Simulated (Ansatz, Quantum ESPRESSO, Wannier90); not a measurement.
# Ballistic channels from Wannier functions: straight Na chain, spacing 3.30 Å, part 3 of 5

Aim: a Wannier model and the conductance steps that follow from it, for this wire: straight Na chain, spacing 3.30 Å.

Quantum ESPRESSO 7.5 and Wannier90 3.1.0; plane-wave DFT, PBE, PseudoDojo norm-conserving pseudopotentials; cross-check by Ansatz 0.2.0 with PAW datasets.

So far. Step 2 (Self-consistent run): The run needed 7 iterations to bring the estimated error under 1e-07 Ry.

**6. Localisation, bands and conductance**

Level of this step: maximally localised Wannier functions and ballistic conductance; plane-wave DFT, PBE, PseudoDojo norm-conserving pseudopotentials (Wannier90).

After disentangling and localising, transport_mode = bulk builds principal layers from hoppings within dist_cutoff and counts open channels.

The input, wan.win:

```
num_wann = 1
num_bands = 11
num_iter = 200
num_print_cycles = 20
conv_tol = 1e-8
conv_window = 5
guiding_centres = true
dis_num_iter = 1500
dis_conv_tol = 1e-8
dis_win_min = -13.2493
dis_win_max = 6.7507
dis_froz_max = -0.7493
search_shells = 120
fermi_energy = -2.2493

transport = true
transport_mode = bulk
one_dim_axis = z
dist_cutoff = 16.4
dist_cutoff_mode = one_dim
tran_win_min = -4.0
tran_win_max = 2.0
tran_energy_step = 0.02

bands_plot = true
bands_num_points = 96
begin kpoint_path
G 0.0 0.0 0.0 Z 0.0 0.0 0.5
end kpoint_path

begin projections
Na:s
end projections

begin unit_cell_cart
ang
  8.0000000000 0.0000000000 0.0000000000
  0.0000000000 8.0000000000 0.0000000000
  0.0000000000 0.0000000000 3.3000000000
end unit_cell_cart

begin atoms_frac
  Na 0.0000000000 0.0000000000 0.0000000000
end atoms_frac

mp_grid = 1 1 10
begin kpoints
  0.0 0.0 0.0000000000
  0.0 0.0 0.1000000000
  0.0 0.0 0.2000000000
  0.0 0.0 0.3000000000
  0.0 0.0 0.4000000000
  0.0 0.0 0.5000000000
  0.0 0.0 0.6000000000
  0.0 0.0 0.7000000000
  0.0 0.0 0.8000000000
  0.0 0.0 0.9000000000
end kpoints
```

Started as:

```
$ OMP_NUM_THREADS=1 wannier90.x wan > wan.run.log
```

What it wrote:

```text
[banner, memory and clock lines left out]
+---------------------------------------------------+
             |                                                   |
             |                   WANNIER90                       |
             |                                                   |
             +---------------------------------------------------+
             |                                                   |
             |        Welcome to the Maximally-Localized         |
             |        Generalized Wannier Functions code         |
             |                             |
             |                                                   |
             |                                                   |
             |  Wannier90 Developer Group:                       |
             |    Giovanni Pizzi    (EPFL)                       |
             |    Valerio Vitale    (Cambridge)                  |
             |    David Vanderbilt  (Rutgers University)         |
             |    Nicola Marzari    (EPFL)                       |
             |    Ivo Souza         (Universidad del Pais Vasco) |
             |    Arash A. Mostofi  (Imperial College London)    |
             |    Jonathan R. Yates (University of Oxford)       |
             |                                                   |
             |  For the full list of Wannier90 3.x authors,      |
             |  please check the code documentation and the      |
             |  README on the GitHub page of the code            |
             |                                                   |
             |                                                   |
             |                                                   |
             |  [ref] "Wannier90 as a community code:            |
             |        new features and applications",            |
             |        165902 (2020).                             |
             |            |
             |                                                   |
             |  in any publications arising from the use of      |
             |                                                   |
             |  [ref] "Maximally Localized Generalised Wannier   |
             |         Functions for Composite Energy Bands"     |
             |         N. Marzari and D. Vanderbilt              |
             |         Phys. Rev. B 56 12847 (1997)              |
             |                                                   |
             |  [ref] "Maximally Localized Wannier Functions     |
             |         for Entangled Energy Bands"               |
             |         I. Souza, N. Marzari and D. Vanderbilt    |
             |         Phys. Rev. B 65 035109 (2001)             |
             |                                                   |
             |                                                   |
             | Copyright (c) 1996-2020                           |
             |        The Wannier90 Developer Group and          |
             |        individual contributors                    |
             |                                                   |
             |      Release: 3.1.0        5th March    2020      |
             |                                                   |
             | This program is free software; you can            |
             | redistribute it and/or modify it under the terms  |
             | of the GNU General Public License as published by |
             | the Free Software Foundation; either version 2 of |
             | the License, or (at your option) any later version|
             |                                                   |
             | This program is distributed in the hope that it   |
             | will be useful, but WITHOUT ANY WARRANTY; without |
             | even the implied warranty of MERCHANTABILITY or   |
             | FITNESS FOR A PARTICULAR PURPOSE. See the GNU     |
             | General Public License for more details.          |
             |                                                   |
             | You should have received a copy of the GNU General|
             | Public License along with this program; if not,   |
             | write to the Free Software Foundation, Inc.,      |
             | 675 Mass Ave, Cambridge, MA 02139, USA.           |
             |                                                   |
             +---------------------------------------------------+
             +---------------------------------------------------+

 ******************************************************************************
 * -> Using CODATA 2006 constant values                                       *
 *    (                      *
 * -> Using Bohr value from CODATA                                            *
 ******************************************************************************

 Running in serial (with parallel executable)

                                    ------
                                    SYSTEM
                                    ------

                              Lattice Vectors (Ang)
                    a_1     8.000000   0.000000   0.000000
                    a_2     0.000000   8.000000   0.000000
                    a_3     0.000000   0.000000   3.300000

                   Unit Cell Volume:     211.20000  (Ang^3)

                        Reciprocal-Space Vectors (Ang^-1)
                    b_1     0.785398   0.000000   0.000000
                    b_2     0.000000   0.785398   0.000000
                    b_3     0.000000   0.000000   1.903996

 *----------------------------------------------------------------------------*
 |   Site       Fractional Coordinate          Cartesian Coordinate (Ang)     |
 +----------------------------------------------------------------------------+
 | Na   1   0.00000   0.00000   0.00000   |    0.00000   0.00000   0.00000    |
 *----------------------------------------------------------------------------*
                                ------------
                                K-POINT GRID
                                ------------

             Grid size =  1 x  1 x 10      Total points =   10

 *---------------------------------- MAIN ------------------------------------*
 |  Number of Wannier Functions               :                 1             |
 |  Number of Objective Wannier Functions     :                 1             |
 |  Number of input Bloch states              :                11             |
 |  Output verbosity (1=low, 5=high)          :                 1             |
[...]
|                              Energy  Windows                               |
 |                              ---------------                               |
 |                   Outer:  -13.24930  to    6.75070  (eV)                   |
 |                   Inner:  -13.24930  to   -0.74930  (eV)                   |
 +----------------------------------------------------------------------------+
   Number of target bands to extract:    1

                   Unitarised projection of Wannier functions
   A_mn = <psi_m|g_n> --> S = A.A^+ --> U = S^-1/2.A
   In dis_project... done
   Using an inner window (linner = T)
   In dis_proj_froz... done

                   Extraction of optimally-connected subspace
 +---------------------------------------------------------------------+<-- DIS
 |  Iter     Omega_I(i-1)      Omega_I(i)      Delta (frac.)    Time   |<-- DIS
 +---------------------------------------------------------------------+<-- DIS
       1       5.03188813       4.08136693       2.329E-01      0.00    <-- DIS
       2       4.14748410       4.07789009       1.707E-02      0.00    <-- DIS
       3       4.11283403       4.07707236       8.771E-03      0.00    <-- DIS
       4       4.09525823       4.07687440       4.509E-03      0.00    <-- DIS
       5       4.08627142       4.07682573       2.317E-03      0.00    <-- DIS
       6       4.08166360       4.07681366       1.190E-03      0.00    <-- DIS
       7       4.07929918       4.07681065       6.104E-04      0.00    <-- DIS
       8       4.07808594       4.07680990       3.130E-04      0.00    <-- DIS
       9       4.07746363       4.07680971       1.604E-04      0.00    <-- DIS
      10       4.07714457       4.07680967       8.215E-05      0.00    <-- DIS
      11       4.07698108       4.07680966       4.205E-05      0.00    <-- DIS
      12       4.07689735       4.07680965       2.151E-05      0.00    <-- DIS
      13       4.07685450       4.07680965       1.100E-05      0.00    <-- DIS
      14       4.07683257       4.07680965       5.622E-06      0.00    <-- DIS
      15       4.07682136       4.07680965       2.872E-06      0.00    <-- DIS
      16       4.07681563       4.07680965       1.467E-06      0.00    <-- DIS
      17       4.07681270       4.07680965       7.485E-07      0.00    <-- DIS
      18       4.07681121       4.07680965       3.819E-07      0.00    <-- DIS
      19       4.07681045       4.07680965       1.948E-07      0.00    <-- DIS
      20       4.07681006       4.07680965       9.929E-08      0.00    <-- DIS
      21       4.07680986       4.07680965       5.060E-08      0.00    <-- DIS
      22       4.07680976       4.07680965       2.578E-08      0.00    <-- DIS
      23       4.07680971       4.07680965       1.313E-08      0.00    <-- DIS
      24       4.07680968       4.07680965       6.684E-09      0.00    <-- DIS
      25       4.07680967       4.07680965       3.402E-09      0.00    <-- DIS
      26       4.07680966       4.07680965       1.731E-09      0.00    <-- DIS

             <<<      Delta < 1.000E-08  over  3 iterations     >>>
             <<< Disentanglement convergence criteria satisfied >>>

        Final Omega_I     4.07680965 (Ang^2)

 +----------------------------------------------------------------------------+

 Time to disentangle bands      0.002 (sec)

 Writing checkpoint file wan.chk... done

 *------------------------------- WANNIERISE ---------------------------------*
 +--------------------------------------------------------------------+<-- CONV
 | Iter  Delta Spread     RMS Gradient      Spread (Ang^2)      Time  |<-- CONV
 +--------------------------------------------------------------------+<-- CONV

 Initial State
  WF centre and spread    1  (  0.000000, -0.000000,  1.650000 )    15.29322801
  Sum of centres and spreads (  0.000000, -0.000000,  1.650000 )    15.29322801

      0     0.153E+02     0.0000000000       15.2932280100       0.00  <-- CONV
        O_D=     11.2164184 O_OD=      0.0000000 O_TOT=     15.2932280 <-- SPRD
 Cycle:      1
  WF centre and spread    1  (  0.000000, -0.000000,  1.650000 )     8.30979025
  Sum of centres and spreads (  0.000000, -0.000000,  1.650000 )     8.30979025

      1    -0.698E+01    12.6887205546        8.3097902472       0.00  <-- CONV
        O_D=      4.2329806 O_OD=      0.0000000 O_TOT=      8.3097902 <-- SPRD
 Delta: O_D= -0.6983438E+01 O_OD=  0.0000000E+00 O_TOT= -0.6983438E+01 <-- DLTA

             <<<     Delta < 1.000E-08  over  5 iterations     >>>
             <<< Wannierisation convergence criteria satisfied >>>

 Final State
  WF centre and spread    1  (  0.000000, -0.000000,  1.650000 )     4.07680965
  Sum of centres and spreads (  0.000000, -0.000000,  1.650000 )     4.07680965

         Spreads (Ang^2)       Omega I      =     4.076809652
        ================       Omega D      =     0.000000000
                               Omega OD     =     0.000000000
    Final Spread (Ang^2)       Omega Total  =     4.076809652
 Time for wannierise            0.001 (sec)

 Writing checkpoint file wan.chk... done

 *---------------------------------------------------------------------------*
 |                               PLOTTING                                    |
 *---------------------------------------------------------------------------*

 Translated centres
    translation centre in fractional coordinate:  0.000000  0.000000  0.000000
  WF centre     1  (  0.000000, -0.000000,  1.650000 )

 Calculating interpolated band-structure

 Time to calculate interpolated band structure       0.001 (sec)

 Time for plotting              0.005 (sec)

 *---------------------------------------------------------------------------*
 |                              TRANSPORT                                    |
 *---------------------------------------------------------------------------*

 Calculation of Quantum Conductance and DoS: bulk mode

 Maximum imaginary part of the real-space Hamiltonian:     0.000000

     Maximum real part of the real-space Hamiltonian at each lattice point
            Lattice point R           Max |H_ij(R)|
                  -6                     0.000000
                  -5                     0.000000
                  -4                     0.040725
                  -3                     0.067242
                  -2                     0.156016
                  -1                     0.680762
                   0                     1.998415
                   1                     0.680762
                   2                     0.156016
                   3                     0.067242
                   4                     0.040725
                   5                     0.000000
                   6                     0.000000

 Number of unit cells inside the principal layer:     4
 Number of Wannier Functions inside the principal layer:     4

 Calculating quantum conductance and density of states... done

 Time for transport             0.009 (sec)
 Total Execution Time           0.051 (sec)

 *===========================================================================*
 |                             TIMING INFORMATION                            |
 *===========================================================================*
 |    Tag                                                Ncalls      Time (s)|
 |---------------------------------------------------------------------------|
 |kmesh: get                                        :         1         0.021|
 |overlap: allocate                                 :         1         0.000|
 |overlap: read                                     :         1         0.008|
 |dis: main                                         :         1         0.002|
 |wann: main                                        :         1         0.001|
 |plot: main                                        :         1         0.005|
 |tran: main                                        :         1         0.009|
 *---------------------------------------------------------------------------*

 All done: wannier90 exiting
[key lines of the parts left out:]
|  Fermi energy (eV)                         :            -2.249             |
```

It took 0.52 s on 1 MPI rank of Arm Neoverse N1, shared host; peak memory 0.08 GiB.

Numbers from this step:

- lead channels at the Fermi level, one spin: 1.0000
- total spread: 4.077 Å²
- gauge-invariant spread: 4.077 Å²
- largest misfit to plane-wave levels between mesh points, inside the frozen window: 0.04974 eV

Per spin. Quantum conductance of the perfect wire, open channels against energy, zero at the Fermi level:

```
energy (eV)  quantum conductance of the perfect wire, open channels
    -1.0200                                                  1.2e-8
    -0.7600                                                   1.000
    -0.5000                                                       1
    -0.2600                                                       1
     0.0000                                                       1
     0.2400                                                       1
     0.5000                                                       1
     0.7400                                                       1
     1.0000                                                       1
     1.2400                                                       1
     1.5000                                                       1
     1.7400                                                       1
     2.0000                                                   1.000
```

Wannier functions:

```
no.  x (Å)  y (Å)  z (Å)  spread (Å²)
  1      0      0   1.65        4.077
```

The electronic bands at the labelled points (eV, zero at the Fermi level; # counts the bands kept):

```
  point     #1
      Γ  -0.89
halfway   0.02
      Z   2.17
```

The electronic bands as a text plot (rows in eV):

```
    2.1 |                                                    ****
    2.0 |                                                  **
    1.9 |                                                 *
    1.7 |                                                *
    1.6 |                                               *
    1.5 |                                              *
    1.3 |                                             *
    1.2 |                                           **
    1.1 |                                          *
    1.0 |                                         *
    0.8 |                                       **
    0.7 |                                      *
    0.6 |                                    **
    0.5 |                                  **
    0.3 |                                **
    0.2 |                              **
    0.1 |                            **
   -0.1 |                          **
   -0.2 |                        **
   -0.3 |                     ***
   -0.4 |                   **
   -0.6 |               ****
   -0.7 |           ****
   -0.8 |***********
         Γ                                                      Z
```

Bands and channels are those of the Wannier model: bands that were not projected, and all outside the frozen window, are missing or only approximate.

**7. Neighbour list from wannier90 -pp, with dist_cutoff = 7.26**

How much does a setting matter? One run is repeated with a change.

wan_w.win, as its differences from the input of step 6:

```diff
@@ -18,3 +18,3 @@
 one_dim_axis = z
-dist_cutoff = 16.4
+dist_cutoff = 7.26
 dist_cutoff_mode = one_dim
```

Started as:

```
$ OMP_NUM_THREADS=1 wannier90.x -pp wan_w > wan_w.pp.log
```

Elapsed: 0.49 s, on 1 MPI rank; peak memory 0.08 GiB.

**8. Overlaps and projections**

The follow-up step for that run.

The input, wan_w.p2w.in:

```
&inputpp
  prefix = 'nscf'
  outdir = './out'
  seedname = 'wan_w'
  write_mmn = .true.
  write_amn = .true.
  write_unk = .false.
/
```

Started as:

```
$ OMP_NUM_THREADS=1 mpirun -n 2 pw2wannier90.x -in wan_w.p2w.in > wan_w.p2w.out
```

It took 5.2 s on 2 MPI ranks; peak memory 0.12 GiB.

(Part 3 of 5 ends here.)

[Logs are printed without paths, hosts, clocks, repeated set-up lines and the standing remarks that a program may print on its own settings, such as how far it seeks lower states.]

[Hosts, paths, dates, database ids (printed as entryN), source tags and the programs' standing remarks are cut or masked in the printed files.]

[Maps of the electrostatic potential energy from Ansatz leave out the sawtooth potential of an applied field or a dipole correction, so their vacuum need not be flat; planar profiles and work functions include it.]
